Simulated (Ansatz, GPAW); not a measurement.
# Cutoff, mesh and smearing for a 8-layer slab of Pb(100), part 2 of 3

How do cutoff, mesh, smearing and the dipole layer change the work function of a 8-layer slab of Pb(100)?

GPAW 26.7.0 and Ansatz 0.2.0; Ansatz plane waves; slab in vacuum with a dipole correction, relaxation (the session's first sound run).

So far, upper work function (eV): step 2 (relaxing the atoms) 3.74.

## Step 3: The slab's potential

With the geometry fixed, the planar mean of the potential gives the vacuum level on each side.

This step: GPAW, PAW setups; slab in vacuum (GPAW 26.7.0).

run.py

```python
import json
import numpy as np
from ase import Atoms
from gpaw import GPAW, PW

slab = Atoms(
    ['Pb', 'Pb', 'Pb', 'Pb', 'Pb', 'Pb', 'Pb', 'Pb'],
    positions=[
        [1.75009, 1.75009, 8.00000],
        [0.00000, 0.00000, 10.47500],
        [1.75009, 1.75009, 12.95000],
        [0.00000, 0.00000, 15.42500],
        [1.75009, 1.75009, 17.99777],
        [0.00000, 0.00000, 20.48432],
        [1.75009, 1.75009, 23.19386],
        [0.00000, 0.00000, 25.57010]],
    cell=[[3.50018, 0.0, 0.0], [0.0, 3.50018, 0.0], [0.0, 0.0, 33.325]],
    pbc=[True, True, False])

slab.calc = GPAW(mode=PW(400), xc='PBE', kpts={'size': (9, 9, 1), 'gamma': True},
                 occupations={'name': 'fermi-dirac', 'width': 0.1}, nbands='140%',
                 convergence={'density': 1e-05}, maxiter=200,
                 poissonsolver={'dipolelayer': 'xy'},
                 symmetry={'tolerance': 1e-3}, txt='slab.txt')
result = {}
energy = slab.get_potential_energy()
fermi = slab.calc.get_fermi_level()
v = slab.calc.get_electrostatic_potential().mean((0, 1)) - fermi
n = slab.calc.get_pseudo_density().mean((0, 1))
L = slab.cell[2, 2]
z = np.arange(len(v)) * L / len(v)
low, high = slab.positions[:, 2].min(), slab.positions[:, 2].max()
below, above = np.interp([low - 5.8, high + 5.8], z, v)
slopes = [np.interp(x, z, np.gradient(v, z)) for x in (low - 5.8, high + 5.8)]
eps = np.array([[slab.calc.get_eigenvalues(k, s) for k in range(len(slab.calc.get_ibz_k_points()))]
                for s in range(slab.calc.get_number_of_spins())]) - fermi
top, bottom = eps[eps < 0].max(), eps[eps > 0].min()
dipole = slab.get_dipole_moment()[2]
print(f'energy {energy:.4f} eV, Fermi level {fermi:.4f} eV, dipole {dipole:.5f} e A')
print(f'potential 5.8 A off the faces, from the Fermi level: lower {below:.4f} eV, upper {above:.4f} eV')
print(f'slope of the potential there: lower {slopes[0]:.5f}, upper {slopes[1]:.5f} eV/A')
print(f'nearest levels on the mesh: {top:.4f} and {bottom:.4f} eV')
print('magnetic moment', round(slab.get_magnetic_moment(), 3))
result.update(energy=energy, fermi=fermi, dipole=dipole, below=below, above=above, slopes=slopes, edges=[top, bottom],
              z=z.tolist(), v=v.tolist(), n=n.tolist(), positions=slab.positions.tolist(),
              forces=slab.get_forces(apply_constraint=False).tolist(), moments=slab.get_magnetic_moments().tolist())
json.dump(result, open('result.json', 'w'))
```

The run is started by

```
$ OMP_NUM_THREADS=1 OPENBLAS_NUM_THREADS=1 python run.py
```

The log of the run:

```text
energy -29.3594 eV, Fermi level 3.0504 eV, dipole -0.00392 e A
potential 5.8 A off the faces, from the Fermi level: lower 3.7008 eV, upper 3.7615 eV
slope of the potential there: lower -0.00020, upper 0.00017 eV/A
nearest levels on the mesh: -0.0210 and 0.0215 eV
magnetic moment 0.0
```

Wall time 3.4 min (1 thread of Intel Xeon 6975P-C (Granite Rapids), shared host); peak memory 0.39 GiB.

This step gave:

```
dipole along the normal                    : -0.003917 e·Å
levels nearest the Fermi level on the mesh : -0.02096, 0.02152 eV from the Fermi level
upper work function                        : 3.762 eV
lower work function                        : 3.701 eV
```

The electrostatic potential energy of an electron (without an applied field's), less the Fermi level, planar mean oscillates, so the rows of the table below give means over windows of 2.55 Å about each position, cut where the curve ends. Its maxima inside the range that stand out by 2 % of the span (Å: eV): 9.3: -0.0620, 11.7: -0.181, 14.3: -0.192, 16.7: 0.363, 19.3: -0.0540, 21.9: 0.907, 24.4: -0.573. Its minima: 8.0: -18.5, 10.5: -18.5, 12.9: -18.6, 15.4: -18.6, 18.0: -18.5, 20.5: -18.5, 23.2: -18.5, 25.6: -18.4.

The electrostatic potential energy of an electron (without an applied field's), less the Fermi level, planar mean by z; means over each step:

z (Å), electrostatic potential energy of an electron (without an applied field's), less the Fermi level, planar mean (eV) and a bar from the least value:
```
     1.27        3.7 ##############################
     3.82        3.7 ##############################
     6.38        0.8 #######################
     8.92       -7.8 ##
    11.47       -7.9 ##
    14.03       -8.0 ##
    16.57       -7.1 ####
    19.12       -7.9 ##
    21.67       -6.1 ######
    24.22       -8.7 
    26.77       -2.4 ###############
    29.32        3.7 ##############################
    31.87        3.8 ##############################
```

The pseudo valence density, planar mean oscillates, so the rows of the table below give means over windows of 2.5 Å about each position, cut where the curve ends. Its maxima inside the range that stand out by 2 % of the span (Å: e/Å³): 7.9: 1.01, 10.4: 1.03, 12.9: 1.04, 15.4: 1.04, 17.9: 1.01, 20.4: 1.02, 23.1: 1.02, 25.6: 1.03. Its minima: 9.2: 0.147, 11.7: 0.144, 14.2: 0.144, 16.7: 0.128, 19.2: 0.145, 21.9: 0.108, 24.4: 0.163.

Table of pseudo valence density, planar mean by z; means over each step:

```csv
z (Å),"pseudo valence density, planar mean (e/Å³)"
1.25,0
3.75,1.7e-4
6.25,0.0739
8.75,0.461
11.25,0.462
13.75,0.462
16.25,0.443
18.75,0.459
21.25,0.426
23.75,0.473
26.25,0.395
28.75,0.00210
31.25,6.7e-6
```

Force by atom:

```
atom  x (eV/Å)  y (eV/Å)  z (eV/Å)   size
 Pb1     0.000     0.000     0.157  0.157
 Pb2     0.000     0.000    -0.405  0.405
 Pb3     0.000     0.000     0.191  0.191
 Pb4     0.000     0.000     0.067  0.067
 Pb5     0.000     0.000     0.006  0.006
 Pb6     0.000     0.000    -0.003  0.003
 Pb7     0.000     0.000     0.017  0.017
 Pb8     0.000     0.000    -0.031  0.031
```

The potential is flat to 2.0e-4 eV/Å where it is read, so the vacuum is wide enough. The geometry is the other program's minimum; here the largest force on a free atom is 0.031 eV/Å.

## Step 4: Cutoff 200

The cutoff limits how sharply the smooth valence waves can vary, which tells mostly near the atoms.

Changes to run.py since step 3:

```diff
@@ -19,3 +19,3 @@
 
-slab.calc = GPAW(mode=PW(400), xc='PBE', kpts={'size': (9, 9, 1), 'gamma': True},
+slab.calc = GPAW(mode=PW(200), xc='PBE', kpts={'size': (9, 9, 1), 'gamma': True},
                  occupations={'name': 'fermi-dirac', 'width': 0.1}, nbands='140%',
```

The log of the run:

```text
energy -22.4182 eV, Fermi level 3.0612 eV, dipole 0.00070 e A
potential 5.8 A off the faces, from the Fermi level: lower 3.6938 eV, upper 3.7832 eV
slope of the potential there: lower 0.00487, upper 0.00298 eV/A
nearest levels on the mesh: -0.0209 and 0.0252 eV
magnetic moment 0.0
```

The job ended after 95 s (1 thread; peak memory 0.22 GiB).

The run finished. A setting was moved off its sound value on purpose, so it serves as a test and not as the result.

The fault put into the input: a cutoff under that of the base run: the energy of the cell lies 6.9 eV from the base value (ecut = 200).

The two runs compared:

```
                quantity  this run  sound run  difference
upper work function (eV)    3.7832     3.7615      0.0217
lower work function (eV)    3.6938     3.7008    -0.00704
```

## Step 5: Cutoff 300

The cutoff limits how sharply the smooth valence waves can vary, which tells mostly near the atoms.

Changes to run.py since step 4:

```diff
@@ -19,3 +19,3 @@
 
-slab.calc = GPAW(mode=PW(200), xc='PBE', kpts={'size': (9, 9, 1), 'gamma': True},
+slab.calc = GPAW(mode=PW(300), xc='PBE', kpts={'size': (9, 9, 1), 'gamma': True},
                  occupations={'name': 'fermi-dirac', 'width': 0.1}, nbands='140%',
```

The log of the run:

```text
energy -25.8933 eV, Fermi level 3.0541 eV, dipole -0.00389 e A
potential 5.8 A off the faces, from the Fermi level: lower 3.7046 eV, upper 3.7660 eV
slope of the potential there: lower -0.00045, upper 0.00048 eV/A
nearest levels on the mesh: -0.0217 and 0.0253 eV
magnetic moment 0.0
```

It took 2.7 min on 1 thread; peak memory 0.29 GiB.

The run finished. A setting was moved off its sound value on purpose, so it serves as a test and not as the result.

The fault put into the input: a cutoff under that of the base run: the energy of the cell lies 3.5 eV from the base value (ecut = 300).

The two runs compared:

```csv
quantity,this run,sound run,difference
dipole along the normal (e·Å),-0.0038880,-0.0039166,2.9e-5
upper work function (eV),3.7660,3.7615,0.00448
lower work function (eV),3.7046,3.7008,0.00383
```

## Step 6: Cutoff 700: ecut = 700

The cutoff limits how sharply the smooth valence waves can vary, which tells mostly near the atoms.

Changes to run.py since step 5:

```diff
@@ -19,3 +19,3 @@
 
-slab.calc = GPAW(mode=PW(300), xc='PBE', kpts={'size': (9, 9, 1), 'gamma': True},
+slab.calc = GPAW(mode=PW(700), xc='PBE', kpts={'size': (9, 9, 1), 'gamma': True},
                  occupations={'name': 'fermi-dirac', 'width': 0.1}, nbands='140%',
```

The log of the run:

```text
energy -30.0105 eV, Fermi level 3.0490 eV, dipole -0.00393 e A
potential 5.8 A off the faces, from the Fermi level: lower 3.7004 eV, upper 3.7614 eV
slope of the potential there: lower -0.00010, upper 0.00010 eV/A
nearest levels on the mesh: -0.0209 and 0.0207 eV
magnetic moment 0.0
```

Wall time 7.4 min (1 thread); peak memory 0.75 GiB.

This step gave:

```
dipole along the normal                    : -0.003927 e·Å
levels nearest the Fermi level on the mesh : -0.02086, 0.02069 eV from the Fermi level
upper work function                        : 3.761 eV
lower work function                        : 3.700 eV
```

The electrostatic potential energy of an electron (without an applied field's), less the Fermi level, planar mean oscillates, so the rows of the table below give means over windows of 2.54 Å about each position, cut where the curve ends. Its maxima inside the range that stand out by 2 % of the span (Å: eV): 9.2: -0.0701, 11.7: -0.180, 14.2: -0.112, 16.7: 0.363, 19.2: -0.0626, 21.8: 0.910, 24.4: -0.577. Its minima: 8.0: -18.5, 10.5: -18.6, 12.9: -18.6, 15.5: -18.4, 18.0: -18.5, 20.5: -18.6, 23.2: -18.4, 25.5: -18.5.

Electrostatic potential energy of an electron (without an applied field's), less the Fermi level, planar mean against z; means over each step:

z (Å), electrostatic potential energy of an electron (without an applied field's), less the Fermi level, planar mean (eV) and a bar from the least value:
```
     1.27        3.7 ##############################
     3.81        3.7 ##############################
     6.35        1.0 #######################
     8.89       -7.7 ##
    11.43       -7.9 ##
    13.97       -7.9 #
    16.51       -7.1 ###
    19.05       -7.8 ##
    21.59       -6.2 ######
    24.13       -8.5 
    26.67       -3.3 #############
    29.21        3.7 ##############################
    31.75        3.8 ##############################
```

The pseudo valence density, planar mean oscillates, so the rows of the table below give means over windows of 2.54 Å about each position, cut where the curve ends. Its maxima inside the range that stand out by 2 % of the span (Å: e/Å³): 7.9: 1.02, 10.5: 1.04, 13.0: 1.03, 15.4: 1.04, 17.9: 1.02, 20.5: 1.04, 23.2: 1.04, 25.5: 1.04. Its minima: 9.2: 0.145, 11.7: 0.144, 14.1: 0.146, 16.7: 0.128, 19.2: 0.142, 21.9: 0.109, 24.4: 0.165.

Pseudo valence density, planar mean against z; means over each step:

| z (Å) | pseudo valence density, planar mean (e/Å³) |
| --- | --- |
| 1.27 | 0 |
| 3.81 | 2.0e-4 |
| 6.35 | 0.0968 |
| 8.89 | 0.466 |
| 11.43 | 0.469 |
| 13.97 | 0.472 |
| 16.51 | 0.439 |
| 19.05 | 0.468 |
| 21.59 | 0.397 |
| 24.13 | 0.500 |
| 26.67 | 0.290 |
| 29.21 | 7.2e-4 |
| 31.75 | 2.1e-6 |

Force by atom:

| atom | x (eV/Å) | y (eV/Å) | z (eV/Å) | size |
| --- | --- | --- | --- | --- |
| Pb1 | 0.000 | 0.000 | 0.159 | 0.159 |
| Pb2 | 0.000 | 0.000 | -0.403 | 0.403 |
| Pb3 | 0.000 | 0.000 | 0.191 | 0.191 |
| Pb4 | 0.000 | 0.000 | 0.065 | 0.065 |
| Pb5 | 0.000 | 0.000 | 0.005 | 0.005 |
| Pb6 | 0.000 | 0.000 | -0.003 | 0.003 |
| Pb7 | 0.000 | 0.000 | 0.017 | 0.017 |
| Pb8 | 0.000 | 0.000 | -0.032 | 0.032 |

The upper face's work function is 3.761 eV, against 3.762 eV in the first plane-wave PBE run at this geometry.

## Step 7: K mesh 3×3

The mesh in the plane samples the bands: a metal's Fermi level needs it dense, and band edges must lie on it.

Changes to run.py since step 6:

```diff
@@ -19,3 +19,3 @@
 
-slab.calc = GPAW(mode=PW(700), xc='PBE', kpts={'size': (9, 9, 1), 'gamma': True},
+slab.calc = GPAW(mode=PW(400), xc='PBE', kpts={'size': (3, 3, 1), 'gamma': True},
                  occupations={'name': 'fermi-dirac', 'width': 0.1}, nbands='140%',
```

The log of the run:

```text
energy -28.7996 eV, Fermi level 2.6873 eV, dipole -0.00333 e A
potential 5.8 A off the faces, from the Fermi level: lower 3.8238 eV, upper 3.8758 eV
slope of the potential there: lower -0.00020, upper 0.00016 eV/A
nearest levels on the mesh: -0.0318 and 0.3244 eV
magnetic moment 0.0
```

Run time: 62 s. Hardware: 1 thread; peak memory 0.27 GiB.

The run finished with changed settings (kpts = [3, 3]); it serves as a test.

Side by side:

```
                     quantity    this run   sound run  difference
dipole along the normal (e·Å)  -0.0033265  -0.0039166      5.9e-4
     upper work function (eV)      3.8758      3.7615       0.114
     lower work function (eV)      3.8238      3.7008       0.123
```

One result that differs is the lower work function, 3.82 eV against 3.70 eV.

## Step 8: K mesh 5×5

The mesh in the plane samples the bands: a metal's Fermi level needs it dense, and band edges must lie on it.

Changes to run.py since step 7:

```diff
@@ -19,3 +19,3 @@
 
-slab.calc = GPAW(mode=PW(400), xc='PBE', kpts={'size': (3, 3, 1), 'gamma': True},
+slab.calc = GPAW(mode=PW(400), xc='PBE', kpts={'size': (5, 5, 1), 'gamma': True},
                  occupations={'name': 'fermi-dirac', 'width': 0.1}, nbands='140%',
```

The log of the run:

```text
energy -29.2990 eV, Fermi level 2.9374 eV, dipole -0.00767 e A
potential 5.8 A off the faces, from the Fermi level: lower 3.7916 eV, upper 3.9078 eV
slope of the potential there: lower -0.00019, upper 0.00017 eV/A
nearest levels on the mesh: -0.0307 and 0.1303 eV
magnetic moment 0.0
```

Run time: 82 s. Hardware: 1 thread; peak memory 0.3 GiB.

The run finished with changed settings (kpts = [5, 5]); it serves as a test.

The two runs compared:

```
                     quantity    this run   sound run  difference
dipole along the normal (e·Å)  -0.0076678  -0.0039166    -0.00375
     upper work function (eV)      3.9078      3.7615       0.146
     lower work function (eV)      3.7916      3.7008      0.0908
```

The two runs differ clearly in the upper work function: 3.91 eV against 3.76 eV.

## Step 9: K mesh 14×14: kpts = [14, 14]

The mesh in the plane samples the bands: a metal's Fermi level needs it dense, and band edges must lie on it.

Changes to run.py since step 8:

```diff
@@ -19,3 +19,3 @@
 
-slab.calc = GPAW(mode=PW(400), xc='PBE', kpts={'size': (5, 5, 1), 'gamma': True},
+slab.calc = GPAW(mode=PW(400), xc='PBE', kpts={'size': (14, 14, 1), 'gamma': True},
                  occupations={'name': 'fermi-dirac', 'width': 0.1}, nbands='140%',
```

The log of the run:

```text
energy -29.3776 eV, Fermi level 3.0299 eV, dipole -0.00450 e A
potential 5.8 A off the faces, from the Fermi level: lower 3.7259 eV, upper 3.7952 eV
slope of the potential there: lower -0.00019, upper 0.00016 eV/A
nearest levels on the mesh: -0.0392 and 0.0073 eV
magnetic moment 0.0
```

Run time: 7.7 min. Hardware: 1 thread; peak memory 0.63 GiB.

Numbers from this step:

```yaml
dipole_along_the_normal: -0.004495 e·Å
levels_nearest_the_fermi_level_on_the_mesh: -0.03920, 0.007287 eV from the Fermi level
upper_work_function: 3.795 eV
lower_work_function: 3.726 eV
```

The upper face's work function is 3.795 eV, against 3.762 eV in the first plane-wave PBE run at this geometry.

## Step 10: Scheme Fermi-Dirac, smearing 0.3

Smearing changes the occupations near the Fermi level, and with them the level itself. Smearing helps the SCF of a metal converge, but it blurs occupations at band edges near the Fermi level.

Changes to run.py since step 9:

```diff
@@ -19,4 +19,4 @@
 
-slab.calc = GPAW(mode=PW(400), xc='PBE', kpts={'size': (14, 14, 1), 'gamma': True},
-                 occupations={'name': 'fermi-dirac', 'width': 0.1}, nbands='140%',
+slab.calc = GPAW(mode=PW(400), xc='PBE', kpts={'size': (9, 9, 1), 'gamma': True},
+                 occupations={'name': 'fermi-dirac', 'width': 0.3}, nbands='140%',
                  convergence={'density': 1e-05}, maxiter=200,
```

The log of the run:

```text
energy -29.3514 eV, Fermi level 2.9945 eV, dipole -0.00242 e A
potential 5.8 A off the faces, from the Fermi level: lower 3.7992 eV, upper 3.8378 eV
slope of the potential there: lower -0.00023, upper 0.00020 eV/A
nearest levels on the mesh: -0.0344 and 0.0246 eV
magnetic moment 0.0
```

Run time: 3.1 min. Hardware: 1 thread; peak memory 0.4 GiB.

Numbers from this step:

- dipole along the normal: -0.002417 e·Å
- levels nearest the Fermi level on the mesh: -0.03437, 0.02459 eV from the Fermi level
- upper work function: 3.838 eV
- lower work function: 3.799 eV

The electrostatic potential energy of an electron (without an applied field's), less the Fermi level, planar mean oscillates, so the rows of the table below give means over windows of 2.55 Å about each position, cut where the curve ends. Its maxima inside the range that stand out by 2 % of the span (Å: eV): 9.3: -0.0357, 11.7: -0.125, 14.3: -0.163, 16.7: 0.384, 19.3: -0.0245, 21.9: 0.968, 24.4: -0.562. Its minima: 8.0: -18.4, 10.5: -18.4, 12.9: -18.5, 15.4: -18.5, 18.0: -18.5, 20.5: -18.5, 23.2: -18.5, 25.6: -18.3.

Electrostatic potential energy of an electron (without an applied field's), less the Fermi level, planar mean against z; means over each step:

```
z (Å)  electrostatic potential energy of an electron (without an applied field's), less the Fermi level, planar mean (eV)
 1.27                                                                                                                3.80
 3.82                                                                                                                3.79
 6.38                                                                                                               0.896
 8.92                                                                                                               -7.75
11.47                                                                                                               -7.89
14.03                                                                                                               -7.92
16.57                                                                                                               -7.12
19.12                                                                                                               -7.83
21.67                                                                                                               -6.01
24.22                                                                                                               -8.65
26.77                                                                                                               -2.39
29.32                                                                                                                3.82
31.87                                                                                                                3.84
```

The upper face's work function is 3.838 eV, against 3.762 eV in the first plane-wave PBE run at this geometry.

(Part 2 of 3 ends here.)

[Logs are printed without paths, hosts, clocks, repeated set-up lines and the standing remarks that a program may print on its own settings, such as how far it seeks lower states.]

[Hosts, paths, dates, database ids (printed as entryN), source tags and the programs' standing remarks are cut or masked in the printed files.]
